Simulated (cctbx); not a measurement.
# Lattice, Laue class and space group of a new crystal

Cell: a = 11.5200 Å, b = 4.5480 Å, c = 5.0530 Å, α = 90.00°, β = 97.58°, γ = 90.00°. Expected content of the cell: Mn20 N8.

The data are simulated with cctbx, not measured: Cu Kα, λ = 1.54184 Å, to d = 0.83 Å, 80 % of the full sphere, strongest reflection 40000 counts, noise from counting, a 1.5 % proportional error and a noise floor of 15 counts (s.d.); no absorption, some extinction.

Tests on the unmerged data give:

```text
1516 reflections to d = 0.831 A
centring   violations  <I/sigma> of those
    A        276 of   762     11.2
    B        276 of   763     11.2
    C          0 of   747     -0.0
    I        287 of   759     12.4
    R        399 of  1003     11.5
    F        276 of  1136      7.5
Laue class    unique    Rint  (classes that these axes allow; Friedel mates merged)
C 1 2/m 1         266   0.016
space group    extra absences  I>4sigma  <I/sigma>
C 1 2 1                 0          0         -  acentric
C 1 m 1                 0          0         -  acentric
C 1 c 1                50          0      -0.1  acentric
C 1 n 1                50          0      -0.1  acentric
C 1 2/m 1               0          0         -  centric
C 1 2/c 1              50          0      -0.1  centric
C 1 2/n 1              50          0      -0.1  centric
Wilson B = 1.22 A^2   <|E^2-1|> = 1.032 (0.968 centric, 0.736 acentric)   E^2>4: 5.0 %
shell (A)         n   <I/sigma>
 5.71 - 1.65     38     48.1
 1.65 - 1.32     36     31.3
 1.32 - 1.15     30     44.7
 1.15 - 1.05     33     35.8
 1.05 - 0.97     35     30.8
 0.97 - 0.91     31     27.3
 0.91 - 0.87     30     19.6
 0.87 - 0.83     33     37.3
```

Q: Read the symmetry from these tables.

The reflections that C centring forbids are absent (⟨I/σ⟩ near 0), so the lattice is C.

Only C 1 2/m 1 fits these axes (Rint 0.016); a search for a hidden higher lattice was not made.

7 settings pass the absence test. The most absences obeyed, 50, belong to C 1 c 1, C 1 n 1, C 1 2/c 1 and C 1 2/n 1, which absences can't tell apart.

⟨|E²−1|⟩ = 1.032 leans to a centrosymmetric structure. The Wilson B of 1.22 Å² means U ≈ 0.0155 Å².

The true group is C2/c (no. 15), Laue class 2/m, centrosymmetric. The tables only narrow the choice to the tied entries; cell content, site symmetry and trial solutions must settle it.

The model is made up (kin elements in a known structure type, no relaxation), so it says nothing on whether the phase exists.

[Logs are printed without paths, hosts, clocks, repeated set-up lines and the standing remarks that a program may print on its own settings, such as how far it seeks lower states.]
